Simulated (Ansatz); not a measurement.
# O on Ni(111): change of the work function, part 2 of 4

Aim: the work function of Ni(111) at several coverages of O (fcc site), and the dipole that each adsorbate carries.

Ansatz 0.2.0; plane-wave DFT, PBE, Ansatz PAW.

So far, work function, upper face (eV): step 2 (the clean slab) 5.07.

## Step 3: The covered slab, k-mesh 4×4×1, coverage 0.111 ML

System of this step: Ni36O (O/Ni(111)). The cell holds 37 atoms: 36 Ni and 1 O. Cell: a = 7.467 Å, b = 7.467 Å, c = 25.391 Å, α = 90.0°, β = 90.0°, γ = 60.0°. Vacuum lies along c.

The clean slab as it ended is repeated in the plane and the adsorbate is set on one face; the cell's size fixes the coverage, and the k-mesh shrinks with it to keep the sampling density about even. Adsorbate and upper layers relax, since the dipole depends on the height.

input.yaml reads:

```yaml
crystal:
  lattice:
    - [7.4670476093, 0.0, 0.0]
    - [3.7335238046, 6.4666529209, 0.0]
    - [0.0, 0.0, 25.3914173362]
  atoms:
    - { symbol: Ni, position: [0.0, 0.0, 0.3544504775], spin: 0.7 }
    - { symbol: Ni, position: [0.1111111111, 0.1111111111, 0.4344882682], spin: 0.72 }
    - { symbol: Ni, position: [0.2222222222, 0.2222222222, 0.5142598816], spin: 0.72 }
    - { symbol: Ni, position: [0.0, 0.0, 0.5932306194], spin: 0.7 }
    - { symbol: Ni, position: [0.0, 0.3333333333, 0.3544504775], spin: 0.7 }
    - { symbol: Ni, position: [0.1111111111, 0.4444444444, 0.4344882682], spin: 0.72 }
    - { symbol: Ni, position: [0.2222222222, 0.5555555556, 0.5142598816], spin: 0.72 }
    - { symbol: Ni, position: [0.0, 0.3333333333, 0.5932306194], spin: 0.7 }
    - { symbol: Ni, position: [0.0, 0.6666666667, 0.3544504775], spin: 0.7 }
    - { symbol: Ni, position: [0.1111111111, 0.7777777778, 0.4344882682], spin: 0.72 }
    - { symbol: Ni, position: [0.2222222222, 0.8888888889, 0.5142598816], spin: 0.72 }
    - { symbol: Ni, position: [0.0, 0.6666666667, 0.5932306194], spin: 0.7 }
    - { symbol: Ni, position: [0.3333333333, 0.0, 0.3544504775], spin: 0.7 }
    - { symbol: Ni, position: [0.4444444444, 0.1111111111, 0.4344882682], spin: 0.72 }
    - { symbol: Ni, position: [0.5555555556, 0.2222222222, 0.5142598816], spin: 0.72 }
    - { symbol: Ni, position: [0.3333333333, 0.0, 0.5932306194], spin: 0.7 }
    - { symbol: Ni, position: [0.3333333333, 0.3333333333, 0.3544504775], spin: 0.7 }
    - { symbol: Ni, position: [0.4444444444, 0.4444444444, 0.4344882682], spin: 0.72 }
    - { symbol: Ni, position: [0.5555555556, 0.5555555556, 0.5142598816], spin: 0.72 }
    - { symbol: Ni, position: [0.3333333333, 0.3333333333, 0.5932306194], spin: 0.7 }
    - { symbol: Ni, position: [0.3333333333, 0.6666666667, 0.3544504775], spin: 0.7 }
    - { symbol: Ni, position: [0.4444444444, 0.7777777778, 0.4344882682], spin: 0.72 }
    - { symbol: Ni, position: [0.5555555556, 0.8888888889, 0.5142598816], spin: 0.72 }
    - { symbol: Ni, position: [0.3333333333, 0.6666666667, 0.5932306194], spin: 0.7 }
    - { symbol: Ni, position: [0.6666666667, 0.0, 0.3544504775], spin: 0.7 }
    - { symbol: Ni, position: [0.7777777778, 0.1111111111, 0.4344882682], spin: 0.72 }
    - { symbol: Ni, position: [0.8888888889, 0.2222222222, 0.5142598816], spin: 0.72 }
    - { symbol: Ni, position: [0.6666666667, 0.0, 0.5932306194], spin: 0.7 }
    - { symbol: Ni, position: [0.6666666667, 0.3333333333, 0.3544504775], spin: 0.7 }
    - { symbol: Ni, position: [0.7777777778, 0.4444444444, 0.4344882682], spin: 0.72 }
    - { symbol: Ni, position: [0.8888888889, 0.5555555556, 0.5142598816], spin: 0.72 }
    - { symbol: Ni, position: [0.6666666667, 0.3333333333, 0.5932306194], spin: 0.7 }
    - { symbol: Ni, position: [0.6666666667, 0.6666666667, 0.3544504775], spin: 0.7 }
    - { symbol: Ni, position: [0.7777777778, 0.7777777778, 0.4344882682], spin: 0.72 }
    - { symbol: Ni, position: [0.8888888889, 0.8888888889, 0.5142598816], spin: 0.72 }
    - { symbol: Ni, position: [0.6666666667, 0.6666666667, 0.5932306194], spin: 0.7 }
    - { symbol: O, position: [0.1111111111, 0.1111111111, 0.6455495225] }
magnetization:
  spin_polarized: true
kpoints:
  mp_grid: { grid: [4, 4, 1] }
hamiltonian:
  xc: pbe
scf:
  occupations: { method: fermi_dirac, width: 0.1 }
  convergence: { dr2_threshold: 1.0e-08 }
efield:
  axis: 3
  dipole_correction: true
  ramp_position: 0.97
  ramp_width: 0.06
relax:
  f_tol: 0.02
  max_steps: 60
  constraints:
    - { sites: [0, 1, 4, 5, 8, 9, 12, 13, 16, 17, 20, 21, 24, 25, 28, 29, 32, 33] }
output:
  write_potential: true
  write_density: true
  volumetric_format: npy
```

The run is started by

```sh
$ ansatz run input.yaml --threads 4 --pin off --max-ram 16384MiB --backend cpu --events-out ev --progress --plain --runs-dir out
```

Log:

```text
[...]
Crystal: 37 atoms, lattice volume = 1226.070 Å³
Basis set: ecut = 420 eV, 23965 PW (Γ), exchange–correlation on 100×100×360 points (8 copies of the dense FFT grid, shifted against one another)
Bands: 408, of which v1, the nominal top of the filled ones, is band 327 counted from 1 (326 counted from 0)
Symmetry: 6 space group operations
k-points: 4 of 16 (time reversal used)
[...]
Starting moments: Σ|m| = 25.56 μB on 36 of 37 sites
[...]
SCF iter   1: F=—  HF=-210754.081820 eV  |F-HF|=—  |Δ(HF+E_count)|=         —  Δρ=3.14e-2 (↑1.42e-2 ↓3.14e-2)  dr2=2.60e1  dr2_m=2.64e0  M=27.383 μB ∫|m|=28.823 μB  β_m=1.00  ethr=3.10e-3  p=-0.000 e·Å  D=-6.45e-7 V/Å  ΔV_dip=0.00 eV  dr2_dipole=3.36e-1  V_vac-E_F(+/−)=7.28/7.28 eV  ⟨swp⟩=8.2  Hψ=15488  notcnv=0  defer=327
[...]
SCF iter  21: F=-210786.203449 eV  HF=-210786.203449 eV  |F-HF|=3.46e-9  |Δ(HF+E_count)|=   1.95e-9  Δρ=3.48e-7 (↑1.08e-7 ↓3.48e-7)  dr2=4.58e-9  dr2_m=2.25e-10  M=24.065 μB ∫|m|=27.591 μB  ethr=1.00e-12  p=-0.123 e·Å  D=-1.81e-2 V/Å  ΔV_dip=0.46 eV  dr2_dipole=6.48e-10  V_vac-E_F(+/−)=5.54/5.08 eV  ⟨swp⟩=6.2  Hψ=17722  notcnv=0
SCF 1 converged in 21 iterations: F = -210786.203449 eV  dr2 = 4.58e-9
[...]
relax step   1: F+E_penalty+E_count = -210786.20344866 eV  Δ(F+E_penalty+E_count) = +0.000e0 eV  max|allowed force component| = 2.268e0 eV/Å  Δτ_max = 0.0000 Å  (21 SCF iters, accepted)
[...]
SCF iter  15: F=-210786.368999 eV  HF=-210786.368999 eV  |F-HF|=7.92e-9  |Δ(HF+E_count)|=   1.04e-8  Δρ=6.82e-7 (↑2.01e-7 ↓6.82e-7)  dr2=9.99e-9  dr2_m=7.39e-10  M=23.915 μB ∫|m|=27.422 μB  ethr=1.32e-12  p=-0.107 e·Å  D=-1.58e-2 V/Å  ΔV_dip=0.40 eV  dr2_dipole=8.19e-10  V_vac-E_F(+/−)=5.48/5.08 eV  ⟨swp⟩=6.9  Hψ=19128  notcnv=0
SCF 2 converged in 15 iterations: F = -210786.368999 eV  dr2 = 9.99e-9
[...]
relax step   2: F+E_penalty+E_count = -210786.36899859 eV  Δ(F+E_penalty+E_count) = -1.655e-1 eV  max|allowed force component| = 1.683e0 eV/Å  Δτ_max = 0.0501 Å  (15 SCF iters, accepted)
SCF iter   1: F=—  HF=-210786.554102 eV  |F-HF|=—  |Δ(HF+E_count)|=         —  Δρ=3.92e-3 (↑3.92e-3 ↓3.52e-3)  dr2=3.46e-1  dr2_m=7.54e-2  M=23.495 μB ∫|m|=26.969 μB  β_m=1.00  ethr=3.28e-4  p=-0.107 e·Å  D=-1.58e-2 V/Å  ΔV_dip=0.40 eV  dr2_dipole=7.45e-2  V_vac-E_F(+/−)=5.45/5.05 eV  ⟨swp⟩=4.8  Hψ=8232  notcnv=0  defer=384
[...]
SCF iter  16: F=-210786.542268 eV  HF=-210786.542268 eV  |F-HF|=1.75e-9  |Δ(HF+E_count)|=  9.31e-10  Δρ=3.15e-7 (↑1.16e-7 ↓3.15e-7)  dr2=4.16e-9  dr2_m=2.21e-10  M=23.443 μB ∫|m|=26.881 μB  ethr=1.00e-12  p=-0.066 e·Å  D=-9.67e-3 V/Å  ΔV_dip=0.25 eV  dr2_dipole=1.01e-9  V_vac-E_F(+/−)=5.32/5.08 eV  ⟨swp⟩=6.0  Hψ=20490  notcnv=0
SCF 3 converged in 16 iterations: F = -210786.542268 eV  dr2 = 4.16e-9
[...]
relax step   3: F+E_penalty+E_count = -210786.54226817 eV  Δ(F+E_penalty+E_count) = -1.733e-1 eV  max|allowed force component| = 3.802e-1 eV/Å  Δτ_max = 0.1144 Å  (16 SCF iters, accepted)
[...]
relax step   4: F+E_penalty+E_count = -210786.55010902 eV  Δ(F+E_penalty+E_count) = -7.841e-3 eV  max|allowed force component| = 8.361e-2 eV/Å  Δτ_max = 0.0189 Å  (15 SCF iters, accepted)
SCF iter   1: F=—  HF=-210786.551745 eV  |F-HF|=—  |Δ(HF+E_count)|=         —  Δρ=2.35e-4 (↑2.35e-4 ↓2.27e-4)  dr2=1.81e-3  dr2_m=1.23e-4  M=23.528 μB ∫|m|=26.983 μB  β_m=1.00  ethr=4.27e-6  p=-0.073 e·Å  D=-1.08e-2 V/Å  ΔV_dip=0.27 eV  dr2_dipole=1.89e-4  V_vac-E_F(+/−)=5.35/5.08 eV  ⟨swp⟩=2.8  Hψ=5558  notcnv=0  defer=384
[...]
SCF iter  11: F=-210786.551099 eV  HF=-210786.551099 eV  |F-HF|=5.21e-9  |Δ(HF+E_count)|=   9.81e-9  Δρ=5.47e-7 (↑2.94e-7 ↓5.47e-7)  dr2=6.36e-9  dr2_m=3.14e-10  M=23.527 μB ∫|m|=26.980 μB  ethr=1.05e-12  p=-0.072 e·Å  D=-1.06e-2 V/Å  ΔV_dip=0.27 eV  dr2_dipole=2.79e-11  V_vac-E_F(+/−)=5.35/5.08 eV  ⟨swp⟩=6.5  Hψ=21621  notcnv=0
SCF 5 converged in 11 iterations: F = -210786.551099 eV  dr2 = 6.36e-9
relax step   5: F+E_penalty+E_count = -210786.55109873 eV  Δ(F+E_penalty+E_count) = -9.897e-4 eV  max|allowed force component| = 2.126e-3 eV/Å  Δτ_max = 0.0048 Å  (11 SCF iters, accepted)
NSCF: frozen V_eff on 4 k-points
[...]
SCF converged after 11 iterations
Magnetization: 23.5273 μB (338.7637 up, 315.2363 down)
Absolute magnetization: 27.0073 μB (∫|ρ↑−ρ↓|, with the PAW one-centre terms)
[...]
Per-site moments (μB) at R_I (Å): [(0.706164, 1.026719), (0.738841, 1.023206), (0.718028, 1.020880), (0.469799, 0.754582), (0.706164, 1.026719), (0.717559, 1.019810), (0.711776, 1.010628), (0.469799, 0.754582), (0.705293, 1.026719), (0.717559, 1.019810), (0.718028, 1.020880), (0.717697, 1.009666), (0.706164, 1.026719), (0.717559, 1.019810), (0.711776, 1.010628), (0.469799, 0.754582), (0.702042, 1.026719), (0.723597,  [...]
Free energy (F): -210786.551099 eV
[...]
Internal energy: -210784.446721 eV  (E = F + TS)
E sigma→0 (E₀):  -210785.498910 eV
Entropy (-TS):   -2.104378 eV (-56.875 meV/atom)
Fermi energy:    2.385122 eV
Dipole field:    D = -0.010571 V/Å  (p = -0.071624 e·Å, saw-weighted, corrected)
Work function:   Φ+ = 5.3454 eV   Φ− = 5.0770 eV
[...]
--- Forces (eV/Å), atoms counted from 1 ---
  atom   1  Ni     0.00425420     0.00245617     0.13885582
  atom   2  Ni    -0.00000000     0.00000000    -0.15549056
  atom   3  Ni     0.00113561     0.00065564     0.00109681
  atom   4  Ni    -0.00072651    -0.00041945    -0.00069769
  atom   5  Ni     0.00000000    -0.00491233     0.13885582
  atom   6  Ni    -0.04056554    -0.00128959    -0.12774155
  atom   7  Ni    -0.00126311     0.00072926    -0.00063587
  atom   8  Ni    -0.00000000     0.00083891    -0.00069769
  atom   9  Ni     0.01536136    -0.00886888     0.16411420
  atom  10  Ni    -0.01916595     0.03577558    -0.12774155
  atom  11  Ni     0.00000000    -0.00131129     0.00109681
  atom  12  Ni     0.00039947    -0.00023064    -0.00087295
  atom  13  Ni    -0.00425420     0.00245617     0.13885582
  atom  14  Ni    -0.02139959    -0.03448599    -0.12774155
  atom  15  Ni     0.00000000    -0.00145851    -0.00063587
  atom  16  Ni     0.00072651    -0.00041945    -0.00069769
  atom  17  Ni    -0.00236893    -0.00136770     0.13690404
  atom  18  Ni    -0.00000000     0.00000000    -0.19372494
  atom  19  Ni     0.00126311     0.00072926    -0.00063587
  atom  20  Ni    -0.00184113    -0.00106298     0.00035729
  atom  21  Ni    -0.00000000     0.00273540     0.13690404
  atom  22  Ni     0.01916595     0.03577558    -0.12774155
  atom  23  Ni     0.00010449    -0.00006033     0.00039449
  atom  24  Ni    -0.00000000     0.00212596     0.00035729
  atom  25  Ni    -0.00000000     0.01773777     0.16411420
  atom  26  Ni     0.02139959    -0.03448599    -0.12774155
  atom  27  Ni    -0.00113561     0.00065564     0.00109681
  atom  28  Ni    -0.00000000     0.00046127    -0.00087295
  atom  29  Ni     0.00236893    -0.00136770     0.13690404
  atom  30  Ni     0.04056554    -0.00128959    -0.12774155
  atom  31  Ni    -0.00000000     0.00012066     0.00039449
  atom  32  Ni     0.00184113    -0.00106298     0.00035729
  atom  33  Ni    -0.01536136    -0.00886888     0.16411420
  atom  34  Ni    -0.00000000     0.00000000    -0.20204944
  atom  35  Ni    -0.00010449    -0.00006033     0.00039449
  atom  36  Ni    -0.00039947    -0.00023064    -0.00087295
  atom  37  O     -0.00000000     0.00000000    -0.00084368
  max |Σ_I F_I| component: 9.53e-6 eV/Å
--- Band table (eV; the first three rows and the last of 8) ---
  k-point 0 ↑: bands = [... 323 lower, 1.6057, 1.6057, 1.6158, 1.6210, 1.6222, 1.6222, 1.6294, 1.6294, ... 77 higher]
  k-point 1 ↑: bands = [... 323 lower, 1.6909, 1.7054, 1.7240, 1.7376, 1.7472, 1.7560, 1.7569, 1.7716, ... 77 higher]
  k-point 2 ↑: bands = [... 323 lower, 1.7544, 1.7579, 1.7717, 1.7762, 1.8134, 1.8268, 1.8316, 1.8329, ... 77 higher]
  k-point 3 ↓: bands = [... 323 lower, 2.5470, 2.5582, 2.5851, 2.5990, 2.6226, 2.6396, 2.6528, 2.6947, ... 77 higher]
--- Relaxed structure (5 steps of the walk, 5 accepted, 0 SCFs on fresh bases) ---
  F+E_penalty+E_count = -210786.55109873 eV   max|allowed force component| = 2.126e-3 eV/Å
  atoms:
    - { symbol: Ni, position: [1.111111e-11, 1.111111e-11, 0.354450] }
    - { symbol: Ni, position: [0.111111, 0.111111, 0.434488] }
    - { symbol: Ni, position: [0.221775, 0.221775, 0.514277] }
    - { symbol: Ni, position: [-0.00287825, -0.00287825, 0.596918] }
    - { symbol: Ni, position: [1.111111e-11, 0.333333, 0.354450] }
    - { symbol: Ni, position: [0.111111, 0.444444, 0.434488] }
    - { symbol: Ni, position: [0.221417, 0.555958, 0.513790] }
    - { symbol: Ni, position: [-0.00287825, 0.339090, 0.596918] }
    - { symbol: Ni, position: [-2.222222e-11, 0.666667, 0.354450] }
    - { symbol: Ni, position: [0.111111, 0.777778, 0.434488] }
    - { symbol: Ni, position: [0.221775, 0.889784, 0.514277] }
    - { symbol: Ni, position: [-0.000546033, 0.666940, 0.592606] }
    - { symbol: Ni, position: [0.333333, 1.111111e-11, 0.354450] }
    - { symbol: Ni, position: [0.444444, 0.111111, 0.434488] }
    - { symbol: Ni, position: [0.555958, 0.221417, 0.513790] }
    - { symbol: Ni, position: [0.339090, -0.00287825, 0.596918] }
    - { symbol: Ni, position: [0.333333, 0.333333, 0.354450] }
    - { symbol: Ni, position: [0.444444, 0.444444, 0.434488] }
    - { symbol: Ni, position: [0.555958, 0.555958, 0.513790] }
    - { symbol: Ni, position: [0.336242, 0.336242, 0.592383] }
    - { symbol: Ni, position: [0.333333, 0.666667, 0.354450] }
    - { symbol: Ni, position: [0.444444, 0.777778, 0.434488] }
    - { symbol: Ni, position: [0.554093, 0.889620, 0.514657] }
    - { symbol: Ni, position: [0.336242, 0.660849, 0.592383] }
    - { symbol: Ni, position: [0.666667, -2.222220e-11, 0.354450] }
    - { symbol: Ni, position: [0.777778, 0.111111, 0.434488] }
    - { symbol: Ni, position: [0.889784, 0.221775, 0.514277] }
    - { symbol: Ni, position: [0.666940, -0.000546033, 0.592606] }
    - { symbol: Ni, position: [0.666667, 0.333333, 0.354450] }
    - { symbol: Ni, position: [0.777778, 0.444444, 0.434488] }
    - { symbol: Ni, position: [0.889620, 0.554093, 0.514657] }
    - { symbol: Ni, position: [0.660849, 0.336242, 0.592383] }
    - { symbol: Ni, position: [0.666667, 0.666667, 0.354450] }
    - { symbol: Ni, position: [0.777778, 0.777778, 0.434488] }
    - { symbol: Ni, position: [0.889620, 0.889620, 0.514657] }
    - { symbol: Ni, position: [0.666940, 0.666940, 0.592606] }
    - { symbol: O, position: [0.111111, 0.111111, 0.639570] }
```

The job ended after 29 min (4 threads of Arm Neoverse V1, shared host; peak memory 9.7 GiB).

The steps of the relaxation:

```tsv
step	energy less that of the first step (eV)	largest force component (eV/Å)
1	0.0000	2.2676
2	-0.1656	1.6831
3	-0.3388	0.3802
4	-0.3467	0.0836
5	-0.3477	0.0021
```

Forces are held to the 6 operations that the program found; a distortion that breaks them can't arise in this run.

The atoms that moved most (Å):

```tsv
atom	dx	dy	dz	length
O37	0.000	0.000	-0.152	0.152
Ni16	0.032	-0.019	0.094	0.101
Ni4	-0.032	-0.019	0.094	0.101
Ni8	0.000	0.037	0.094	0.101
Ni24	0.000	-0.038	-0.022	0.043
Ni20	0.033	0.019	-0.022	0.043
Ni32	-0.033	0.019	-0.022	0.043
Ni36	0.003	0.002	-0.016	0.016
```

Final coordinates:

```xyz
37
Lattice="7.4670 0.0000 0.0000 3.7335 6.4667 0.0000 0.0000 0.0000 25.3914" Properties=species:S:1:pos:R:3
Ni    0.0000    0.0000    9.0000
Ni    1.2445    0.7185   11.0323
Ni    2.4840    1.4341   13.0582
Ni   -0.0322   -0.0186   15.1566
Ni    1.2445    2.1556    9.0000
Ni    2.4890    2.8741   11.0323
Ni    3.7290    3.5952   13.0458
Ni    1.2445    2.1928   15.1566
Ni    2.4890    4.3111    9.0000
Ni    3.7335    5.0296   11.0323
Ni    4.9780    5.7539   13.0582
Ni    2.4860    4.3129   15.0471
Ni    2.4890    0.0000    9.0000
Ni    3.7335    0.7185   11.0323
Ni    4.9780    1.4318   13.0458
Ni    2.5213   -0.0186   15.1566
Ni    3.7335    2.1556    9.0000
Ni    4.9780    2.8741   11.0323
Ni    6.2270    3.5952   13.0458
Ni    3.7661    2.1744   15.0414
Ni    4.9780    4.3111    9.0000
Ni    6.2225    5.0296   11.0323
Ni    7.4589    5.7529   13.0679
Ni    4.9780    4.2735   15.0414
Ni    4.9780    0.0000    9.0000
Ni    6.2225    0.7185   11.0323
Ni    7.4721    1.4341   13.0582
Ni    4.9780   -0.0035   15.0471
Ni    6.2225    2.1556    9.0000
Ni    7.4670    2.8741   11.0323
Ni    8.7116    3.5831   13.0679
Ni    6.1900    2.1744   15.0414
Ni    7.4670    4.3111    9.0000
Ni    8.7116    5.0296   11.0323
Ni    9.9643    5.7529   13.0679
Ni    7.4701    4.3129   15.0471
O     1.2445    0.7185   16.2396
```

Numbers from this step:

| Item | Value |
| --- | --- |
| energy at zero smearing | -210785.4989 eV |
| total moment | 23.53 μB |
| work function, upper face | 5.345 eV |
| work function, lower face | 5.077 eV |
| dipole along the normal | -0.07162 e·Å |
| step between the vacuum levels | 0.2684 eV |

Running mean over 2.032 Å of the planar mean; the ramp of the sawtooth is left out. The electron's electrostatic potential energy less the Fermi level by z:

```tsv
z (Å)	electron's electrostatic potential energy less the Fermi level (eV)
3.0	5.08
3.5	5.08
4.0	5.08
4.5	5.08
5.0	5.07
5.5	5.06
6.0	5.03
6.5	4.89
7.0	4.39
7.5	2.26
8.0	-3.19
8.5	-8.37
9.0	-10.0
9.5	-10.3
10.0	-10.3
10.5	-10.3
11.0	-10.4
11.5	-10.4
12.0	-10.5
12.5	-10.4
13.0	-10.4
13.5	-10.4
14.0	-10.4
14.5	-10.4
15.0	-10.4
15.5	-9.41
16.0	-4.79
16.5	1.04
17.0	3.92
17.5	4.92
18.0	5.26
18.5	5.33
19.0	5.34
19.5	5.34
20.0	5.35
20.5	5.35
21.0	5.35
21.5	5.35
22.0	5.35
```

Site moment by element, in μB:

```tsv
element	atoms	mean	spread (r.m.s.)	least	largest
Ni	36	0.690	0.068	0.470	0.739
O	1	0.098	0.000	0.098	0.098
```

The atoms farthest from the mean of their element:

```tsv
atom	x, y, z (Å)	site moment (μB)
Ni4	-0.03, -0.02, 15.16	0.470
Ni16	2.52, -0.02, 15.16	0.470
Ni8	1.24, 2.19, 15.16	0.470
Ni2	1.24, 0.72, 11.03	0.739
Ni32	6.19, 2.17, 15.04	0.725
Ni24	4.98, 4.27, 15.04	0.725
Ni20	3.77, 2.17, 15.04	0.725
Ni18	4.98, 2.87, 11.03	0.724
```

The relaxation took 5 steps and lowered the energy by 0.35 eV; the largest force on the free atoms ends at 0.0021 eV/Å.

The covered face has 5.35 eV, +0.27 eV against the clean one; the bare back face has moved by -0.01 eV, a measure of how thin the slab is.

[end of part 2 of 4]

[Long decimals in the printed logs are rounded to 6 places.]

[Logs are printed without paths, hosts, clocks, repeated set-up lines and the standing remarks that a program may print on its own settings, such as how far it seeks lower states.]

[Hosts, paths, dates, database ids (printed as entryN), source tags and the programs' standing remarks are cut or masked in the printed files.]

[Maps of the electrostatic potential energy from Ansatz leave out the sawtooth potential of an applied field or a dipole correction, so their vacuum need not be flat; planar profiles and work functions include it.]
